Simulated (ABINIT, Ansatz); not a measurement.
# TlGeH3 (Pm-3m): zone-centre phonons, part 3 of 4

Aim: the zone-centre modes of TlGeH3 (Pm-3m).

ABINIT 10.8.3; DFT LDA, scalar-relativistic, plane waves, HGH norm-conserving pseudopotentials.

So far. Step 3 (Ground state): The cell stands at -0.48 GPa: the relaxation ran with a smoothed and higher cutoff, and the difference is a stress of the finite basis. Step 4 (Linear response at Γ): The acoustic modes at Γ come out as far as 0.2 cm⁻¹ from zero, where they should vanish, a small numerical error. The lowest optical mode is imaginary, 987i cm⁻¹, an instability at this level and on this k mesh. The relaxed cell has a = 3.852 Å (conventional setting).

The structure was built from a prototype and need not be the compound's stable phase.

## Step 5: Modes with the sum rule

anaddb reads the merged derivatives and imposes the acoustic sum rule.

The input, anaddb.abi:

```
ddb_filepath "gamma_DDB"
output_file "anaddb.abo"
outdata_prefix "anaddb"
asr 1
chneut 1
enunit 2
eivec 1
nph1l 1
qph1l 0.0 0.0 0.0 1.0
```

The input, mrgddb.in:

```
gamma_DDB
merged
2
dfpt_gammao_DDB
gso_DDB
```

On the command line:

```bash
mrgddb < mrgddb.in > mrgddb.log
OMP_NUM_THREADS=1 anaddb anaddb.abi > anaddb.log
```

anaddb.abo, the main output file:

```text
-outvars_anaddb: echo values of input variables ----------------------

 Miscellaneous information :
      enunit         2
       eivec         1
         asr         1
 First list of wavevector (reduced coord.) :
       nph1l         1
       qph1l
                     0.00000000E+00  0.00000000E+00  0.00000000E+00    1.000E+00

================================================================================

 read the DDB information and perform some checks

  ==== Info on the Cryst% object ====
 Real(R)+Recip(G) space primitive vectors, cartesian coordinates (Bohr,Bohr^-1):
 R(1)=  7.2790378  0.0000000  0.0000000  G(1)=  0.1373808  0.0000000  0.0000000
 R(2)=  0.0000000  7.2790378  0.0000000  G(2)=  0.0000000  0.1373808  0.0000000
 R(3)=  0.0000000  0.0000000  7.2790378  G(3)=  0.0000000  0.0000000  0.1373808
 Unit cell volume ucvol=  3.8567538E+02 bohr^3
 Angles (23,13,12)=  9.00000000E+01  9.00000000E+01  9.00000000E+01 degrees
 Time-reversal symmetry is present
 Reduced atomic positions [iatom, xred, symbol]:
    1)    0.0000000  0.0000000  0.0000000  Tl
    2)    0.5000000  0.5000000  0.5000000  Ge
    3)    0.5000000  0.5000000  0.0000000   H
    4)    0.5000000  0.0000000  0.5000000   H
    5)    0.0000000  0.5000000  0.5000000   H

 DDB file with 3 blocks has been read.

================================================================================

 Treat the first list of vectors

  Phonon wavevector (reduced coordinates) :  0.00000  0.00000  0.00000
 Phonon energies in Hartree :
  -4.495972E-03 -4.495972E-03 -4.495972E-03  0.000000E+00  0.000000E+00
   0.000000E+00  3.932421E-04  3.932421E-04  3.932421E-04  2.387518E-03
   2.387518E-03  2.387518E-03  2.570913E-03  2.570913E-03  2.570913E-03
 Phonon energies in meV     :
- -1.223416E+02 -1.223416E+02 -1.223416E+02  0.000000E+00  0.000000E+00
-  0.000000E+00  1.070066E+01  1.070066E+01  1.070066E+01  6.496767E+01
-  6.496767E+01  6.496767E+01  6.995811E+01  6.995811E+01  6.995811E+01
 Phonon frequencies in cm-1    :
- -9.867518E+02 -9.867518E+02 -9.867518E+02  0.000000E+00  0.000000E+00
-  0.000000E+00  8.630667E+01  8.630667E+01  8.630667E+01  5.239996E+02
-  5.239996E+02  5.239996E+02  5.642502E+02  5.642502E+02  5.642502E+02
 Phonon frequencies in Thz     :
- -2.958208E+01 -2.958208E+01 -2.958208E+01  0.000000E+00  0.000000E+00
-  0.000000E+00  2.587409E+00  2.587409E+00  2.587409E+00  1.570911E+01
-  1.570911E+01  1.570911E+01  1.691580E+01  1.691580E+01  1.691580E+01
 Phonon energies in Kelvin  :
- -1.419716E+03 -1.419716E+03 -1.419716E+03  0.000000E+00  0.000000E+00
-  0.000000E+00  1.241760E+02  1.241760E+02  1.241760E+02  7.539185E+02
-  7.539185E+02  7.539185E+02  8.118301E+02  8.118301E+02  8.118301E+02

 Eigendisplacements
 (will be given, for each mode : in cartesian coordinates
   for each atom the real part of the displacement vector,
   then the imaginary part of the displacement vector - absolute values smaller than 1.0d-7 are set to zero)
  Mode number    1   Energy   -4.495972E-03
 Attention : low frequency mode.
   (Could be unstable or acoustic mode)
-  1  4.79401235E-06  0.00000000E+00  0.00000000E+00
-     0.00000000E+00  0.00000000E+00  0.00000000E+00
-  2 -3.49489939E-04  0.00000000E+00  0.00000000E+00
-     0.00000000E+00  0.00000000E+00  0.00000000E+00
-  3  5.38552271E-04  0.00000000E+00  0.00000000E+00
-     0.00000000E+00  0.00000000E+00  0.00000000E+00
-  4  5.38552271E-04  7.15829728E-07  0.00000000E+00
-     0.00000000E+00  0.00000000E+00  0.00000000E+00
-  5  2.31273605E-02  0.00000000E+00  0.00000000E+00
-     0.00000000E+00  0.00000000E+00  0.00000000E+00
  Mode number    2   Energy   -4.495972E-03
 Attention : low frequency mode.
   (Could be unstable or acoustic mode)
-  1  0.00000000E+00 -4.79401235E-06  0.00000000E+00
-     0.00000000E+00  0.00000000E+00  0.00000000E+00
-  2  0.00000000E+00  3.49489939E-04  0.00000000E+00
-     0.00000000E+00  0.00000000E+00  0.00000000E+00
-  3  0.00000000E+00 -5.38552271E-04  0.00000000E+00
-     0.00000000E+00  0.00000000E+00  0.00000000E+00
-  4  0.00000000E+00 -2.31273605E-02  0.00000000E+00
-     0.00000000E+00  0.00000000E+00  0.00000000E+00
-  5  7.15829728E-07 -5.38552271E-04  0.00000000E+00
-     0.00000000E+00  0.00000000E+00  0.00000000E+00
  Mode number    3   Energy   -4.495972E-03
 Attention : low frequency mode.
   (Could be unstable or acoustic mode)
-  1  0.00000000E+00  0.00000000E+00  4.79401235E-06
-     0.00000000E+00  0.00000000E+00  0.00000000E+00
-  2  0.00000000E+00  0.00000000E+00 -3.49489939E-04
-     0.00000000E+00  0.00000000E+00  0.00000000E+00
-  3  0.00000000E+00  0.00000000E+00  2.31273605E-02
-     0.00000000E+00  0.00000000E+00  0.00000000E+00
-  4  0.00000000E+00  0.00000000E+00  5.38552271E-04
-     0.00000000E+00  0.00000000E+00  0.00000000E+00
-  5  0.00000000E+00  0.00000000E+00  5.38552271E-04
-     0.00000000E+00  0.00000000E+00  0.00000000E+00
  Mode number    4   Energy    0.000000E+00
 Attention : low frequency mode.
   (Could be unstable or acoustic mode)
-  1  0.00000000E+00  0.00000000E+00 -1.39967636E-03
-     0.00000000E+00  0.00000000E+00  0.00000000E+00
-  2  0.00000000E+00  0.00000000E+00 -1.39967672E-03
-     0.00000000E+00  0.00000000E+00  0.00000000E+00
-  3  0.00000000E+00  0.00000000E+00 -1.39967676E-03
-     0.00000000E+00  0.00000000E+00  0.00000000E+00
-  4  0.00000000E+00  0.00000000E+00 -1.39967605E-03
-     0.00000000E+00  0.00000000E+00  0.00000000E+00
-  5  0.00000000E+00  0.00000000E+00 -1.39967605E-03
-     0.00000000E+00  0.00000000E+00  0.00000000E+00
  Mode number    5   Energy    0.000000E+00
 Attention : low frequency mode.
   (Could be unstable or acoustic mode)
-  1  0.00000000E+00  1.39967636E-03  0.00000000E+00
-     0.00000000E+00  0.00000000E+00  0.00000000E+00
-  2  0.00000000E+00  1.39967672E-03  0.00000000E+00
-     0.00000000E+00  0.00000000E+00  0.00000000E+00
-  3  0.00000000E+00  1.39967605E-03  0.00000000E+00
-     0.00000000E+00  0.00000000E+00  0.00000000E+00
-  4  0.00000000E+00  1.39967676E-03  0.00000000E+00
-     0.00000000E+00  0.00000000E+00  0.00000000E+00
-  5  0.00000000E+00  1.39967605E-03  0.00000000E+00
-     0.00000000E+00  0.00000000E+00  0.00000000E+00
  Mode number    6   Energy    0.000000E+00
 Attention : low frequency mode.
   (Could be unstable or acoustic mode)
-  1  1.39967636E-03  0.00000000E+00  0.00000000E+00
-     0.00000000E+00  0.00000000E+00  0.00000000E+00
-  2  1.39967672E-03  0.00000000E+00  0.00000000E+00
-     0.00000000E+00  0.00000000E+00  0.00000000E+00
-  3  1.39967605E-03  0.00000000E+00  0.00000000E+00
-     0.00000000E+00  0.00000000E+00  0.00000000E+00
-  4  1.39967605E-03  0.00000000E+00  0.00000000E+00
-     0.00000000E+00  0.00000000E+00  0.00000000E+00
-  5  1.39967676E-03  0.00000000E+00  0.00000000E+00
-     0.00000000E+00  0.00000000E+00  0.00000000E+00
  Mode number    7   Energy    3.932421E-04
-  1  0.00000000E+00  0.00000000E+00 -8.51320370E-04
-     0.00000000E+00  0.00000000E+00  0.00000000E+00
-  2  0.00000000E+00  0.00000000E+00  2.30601435E-03
-     0.00000000E+00  0.00000000E+00  0.00000000E+00
-  3  0.00000000E+00  0.00000000E+00  2.45175341E-03
-     0.00000000E+00  0.00000000E+00  0.00000000E+00
-  4  0.00000000E+00  0.00000000E+00  2.02626214E-03
-     0.00000000E+00  0.00000000E+00  0.00000000E+00
-  5  0.00000000E+00  0.00000000E+00  2.02626214E-03
-     0.00000000E+00  0.00000000E+00  0.00000000E+00
  Mode number    8   Energy    3.932421E-04
-  1  0.00000000E+00 -8.51320370E-04  0.00000000E+00
-     0.00000000E+00  0.00000000E+00  0.00000000E+00
-  2  0.00000000E+00  2.30601435E-03  0.00000000E+00
-     0.00000000E+00  0.00000000E+00  0.00000000E+00
-  3  0.00000000E+00  2.02626214E-03  0.00000000E+00
-     0.00000000E+00  0.00000000E+00  0.00000000E+00
-  4  0.00000000E+00  2.45175340E-03  0.00000000E+00
-     0.00000000E+00  0.00000000E+00  0.00000000E+00
-  5  0.00000000E+00  2.02626214E-03  0.00000000E+00
-     0.00000000E+00  0.00000000E+00  0.00000000E+00
  Mode number    9   Energy    3.932421E-04
-  1  8.51320370E-04  0.00000000E+00  0.00000000E+00
-     0.00000000E+00  0.00000000E+00  0.00000000E+00
-  2 -2.30601435E-03  0.00000000E+00  0.00000000E+00
-     0.00000000E+00  0.00000000E+00  0.00000000E+00
-  3 -2.02626214E-03  0.00000000E+00  0.00000000E+00
-     0.00000000E+00  0.00000000E+00  0.00000000E+00
-  4 -2.02626214E-03  0.00000000E+00  0.00000000E+00
-     0.00000000E+00  0.00000000E+00  0.00000000E+00
-  5 -2.45175341E-03  0.00000000E+00  0.00000000E+00
-     0.00000000E+00  0.00000000E+00  0.00000000E+00
  Mode number   10   Energy    2.387518E-03
-  1  0.00000000E+00  0.00000000E+00  1.45177607E-05
-     0.00000000E+00  0.00000000E+00  0.00000000E+00
-  2  0.00000000E+00  0.00000000E+00  3.95241841E-04
-     0.00000000E+00  0.00000000E+00  0.00000000E+00
-  3  0.00000000E+00 -1.27749170E-06  1.18890826E-03
-     0.00000000E+00  0.00000000E+00  0.00000000E+00
-  4  0.00000000E+00  0.00000000E+00 -1.63025880E-02
-     0.00000000E+00  0.00000000E+00  0.00000000E+00
-  5  0.00000000E+00 -1.27749170E-06 -1.63025880E-02
-     0.00000000E+00  0.00000000E+00  0.00000000E+00
  Mode number   11   Energy    2.387518E-03
-  1  0.00000000E+00 -1.45177607E-05  0.00000000E+00
-     0.00000000E+00  0.00000000E+00  0.00000000E+00
-  2  0.00000000E+00 -3.95241841E-04  0.00000000E+00
-     0.00000000E+00  0.00000000E+00  0.00000000E+00
-  3 -4.85096713E-07  1.63025880E-02  0.00000000E+00
-     0.00000000E+00  0.00000000E+00  0.00000000E+00
-  4 -4.85096713E-07 -1.18890826E-03 -1.27749179E-06
-     0.00000000E+00  0.00000000E+00  0.00000000E+00
-  5  0.00000000E+00  1.63025880E-02 -1.27749179E-06
-     0.00000000E+00  0.00000000E+00  0.00000000E+00
  Mode number   12   Energy    2.387518E-03
-  1  1.45177607E-05  0.00000000E+00  0.00000000E+00
-     0.00000000E+00  0.00000000E+00  0.00000000E+00
-  2  3.95241842E-04  0.00000000E+00  0.00000000E+00
-     0.00000000E+00  0.00000000E+00  0.00000000E+00
-  3 -1.63025881E-02 -4.85096952E-07  0.00000000E+00
-     0.00000000E+00  0.00000000E+00  0.00000000E+00
-  4 -1.63025881E-02  0.00000000E+00  0.00000000E+00
-     0.00000000E+00  0.00000000E+00  0.00000000E+00
-  5  1.18890826E-03 -4.85096952E-07  0.00000000E+00
-     0.00000000E+00  0.00000000E+00  0.00000000E+00
  Mode number   13   Energy    2.570913E-03
-  1  0.00000000E+00  0.00000000E+00  0.00000000E+00
-     0.00000000E+00  0.00000000E+00  0.00000000E+00
-  2  0.00000000E+00  0.00000000E+00  0.00000000E+00
-     0.00000000E+00  0.00000000E+00  0.00000000E+00
-  3  0.00000000E+00  1.41232916E-06  0.00000000E+00
-     0.00000000E+00  0.00000000E+00  0.00000000E+00
-  4  0.00000000E+00  0.00000000E+00 -1.64963404E-02
-     0.00000000E+00  0.00000000E+00  0.00000000E+00
-  5  0.00000000E+00 -1.41232916E-06  1.64963404E-02
-     0.00000000E+00  0.00000000E+00  0.00000000E+00
  Mode number   14   Energy    2.570913E-03
-  1  0.00000000E+00  0.00000000E+00  0.00000000E+00
-     0.00000000E+00  0.00000000E+00  0.00000000E+00
-  2  0.00000000E+00  0.00000000E+00  0.00000000E+00
-     0.00000000E+00  0.00000000E+00  0.00000000E+00
-  3  9.17193732E-07 -1.64963404E-02  0.00000000E+00
-     0.00000000E+00  0.00000000E+00  0.00000000E+00
-  4 -9.17193732E-07  0.00000000E+00 -1.41232866E-06
-     0.00000000E+00  0.00000000E+00  0.00000000E+00
-  5  0.00000000E+00  1.64963404E-02  1.41232866E-06
-     0.00000000E+00  0.00000000E+00  0.00000000E+00
  Mode number   15   Energy    2.570913E-03
-  1  0.00000000E+00  0.00000000E+00  0.00000000E+00
-     0.00000000E+00  0.00000000E+00  0.00000000E+00
-  2  0.00000000E+00  0.00000000E+00  0.00000000E+00
-     0.00000000E+00  0.00000000E+00  0.00000000E+00
-  3  1.64963404E-02  9.17192956E-07  0.00000000E+00
-     0.00000000E+00  0.00000000E+00  0.00000000E+00
-  4 -1.64963404E-02  0.00000000E+00  0.00000000E+00
-     0.00000000E+00  0.00000000E+00  0.00000000E+00
-  5  0.00000000E+00 -9.17192956E-07  0.00000000E+00
-     0.00000000E+00  0.00000000E+00  0.00000000E+00

 Analysis of degeneracies and characters (maximum tolerance=1.00E-06 a.u.)
 For each vibration mode, or group of modes if degenerate,
 the characters are given for each symmetry operation (see the list in the log file).
 Symmetry characters of vibration mode #   1
       degenerate with vibration modes #   2 to    3
  3.0 -3.0 -1.0  1.0 -1.0  1.0 -1.0  1.0  1.0 -1.0 -1.0  1.0  1.0 -1.0 -1.0  1.0
  0.0 -0.0 -0.0  0.0 -0.0  0.0  0.0 -0.0  1.0 -1.0 -1.0  1.0 -1.0  1.0  1.0 -1.0
  0.0 -0.0 -0.0  0.0  0.0 -0.0 -0.0  0.0  1.0 -1.0  1.0 -1.0 -1.0  1.0 -1.0  1.0
 Symmetry characters of vibration mode #   4
       degenerate with vibration modes #   5 to    6
  3.0 -3.0 -1.0  1.0 -1.0  1.0 -1.0  1.0  1.0 -1.0 -1.0  1.0  1.0 -1.0 -1.0  1.0
  0.0 -0.0  0.0 -0.0 -0.0  0.0 -0.0  0.0  1.0 -1.0 -1.0  1.0 -1.0  1.0  1.0 -1.0
  0.0 -0.0 -0.0  0.0 -0.0  0.0  0.0 -0.0  1.0 -1.0  1.0 -1.0 -1.0  1.0 -1.0  1.0
 Symmetry characters of vibration mode #   7
       degenerate with vibration modes #   8 to    9
  3.0 -3.0 -1.0  1.0 -1.0  1.0 -1.0  1.0  1.0 -1.0 -1.0  1.0  1.0 -1.0 -1.0  1.0
 -0.0  0.0 -0.0  0.0  0.0 -0.0  0.0 -0.0  1.0 -1.0 -1.0  1.0 -1.0  1.0  1.0 -1.0
 -0.0  0.0  0.0 -0.0  0.0 -0.0 -0.0  0.0  1.0 -1.0  1.0 -1.0 -1.0  1.0 -1.0  1.0
 Symmetry characters of vibration mode #  10
       degenerate with vibration modes #  11 to   12
  3.0 -3.0 -1.0  1.0 -1.0  1.0 -1.0  1.0  1.0 -1.0 -1.0  1.0  1.0 -1.0 -1.0  1.0
 -0.0  0.0  0.0 -0.0  0.0 -0.0  0.0 -0.0  1.0 -1.0 -1.0  1.0 -1.0  1.0  1.0 -1.0
 -0.0  0.0  0.0 -0.0  0.0 -0.0  0.0 -0.0  1.0 -1.0  1.0 -1.0 -1.0  1.0 -1.0  1.0
 Symmetry characters of vibration mode #  13
       degenerate with vibration modes #  14 to   15
  3.0 -3.0 -1.0  1.0 -1.0  1.0 -1.0  1.0 -1.0  1.0  1.0 -1.0 -1.0  1.0  1.0 -1.0
 -0.0  0.0  0.0 -0.0 -0.0  0.0  0.0 -0.0 -1.0  1.0  1.0 -1.0  1.0 -1.0 -1.0  1.0
 -0.0  0.0 -0.0  0.0  0.0 -0.0  0.0 -0.0 -1.0  1.0 -1.0  1.0  1.0 -1.0  1.0 -1.0
-
```

Run time: 0.52 s. Hardware: 1 thread of Arm Neoverse V2, shared host.

No LO-TO term; unit eigenvectors of the mass-weighted matrix, from anaddb's displacements. The modes at Γ (shares of kinetic energy by element, %) (negative means imaginary):

| mode | frequency (cm⁻¹) | symmetry | Tl % | Ge % | H % |
| --- | --- | --- | --- | --- | --- |
| 1 | -986.8 | T1u | 0 | 2 | 98 |
| 2 | -986.8 | T1u | 0 | 2 | 98 |
| 3 | -986.8 | T1u | 0 | 2 | 98 |
| 4 | 0.0 | acoustic | 73 | 26 | 1 |
| 5 | 0.0 | acoustic | 73 | 26 | 1 |
| 6 | 0.0 | acoustic | 73 | 26 | 1 |
| 7 | 86.3 | T1u | 27 | 70 | 3 |
| 8 | 86.3 | T1u | 27 | 70 | 3 |
| 9 | 86.3 | T1u | 27 | 70 | 3 |
| 10 | 524.0 | T1u | 0 | 2 | 98 |
| 11 | 524.0 | T1u | 0 | 2 | 98 |
| 12 | 524.0 | T1u | 0 | 2 | 98 |
| 13 | 564.3 | T2u | 0 | 0 | 100 |
| 14 | 564.3 | T2u | 0 | 0 | 100 |
| 15 | 564.3 | T2u | 0 | 0 | 100 |

Displacements in mode 3 (-986.8 cm⁻¹), the largest set to 1:
```
Tl1  0.00  0.00  0.00
Ge2  0.00  0.00 -0.02
H3   0.00  0.00  1.00
H4   0.00  0.00  0.02
H5   0.00  0.00  0.02
```

Displacements in mode 7 (86.3 cm⁻¹), the largest set to 1:
```
Tl1  0.00  0.00 -0.35
Ge2  0.00  0.00  0.94
H3   0.00  0.00  1.00
H4   0.00  0.00  0.83
H5   0.00  0.00  0.83
```

The rule moves no optical mode by more than 0.1 cm⁻¹.

[end of part 3 of 4]

[Host names and launcher messages were left out of these logs when they were recorded.]

[Logs are printed without paths, hosts, clocks, repeated set-up lines and the standing remarks that a program may print on its own settings, such as how far it seeks lower states.]

[Hosts, paths, dates, database ids (printed as entryN), source tags and the programs' standing remarks are cut or masked in the printed files.]
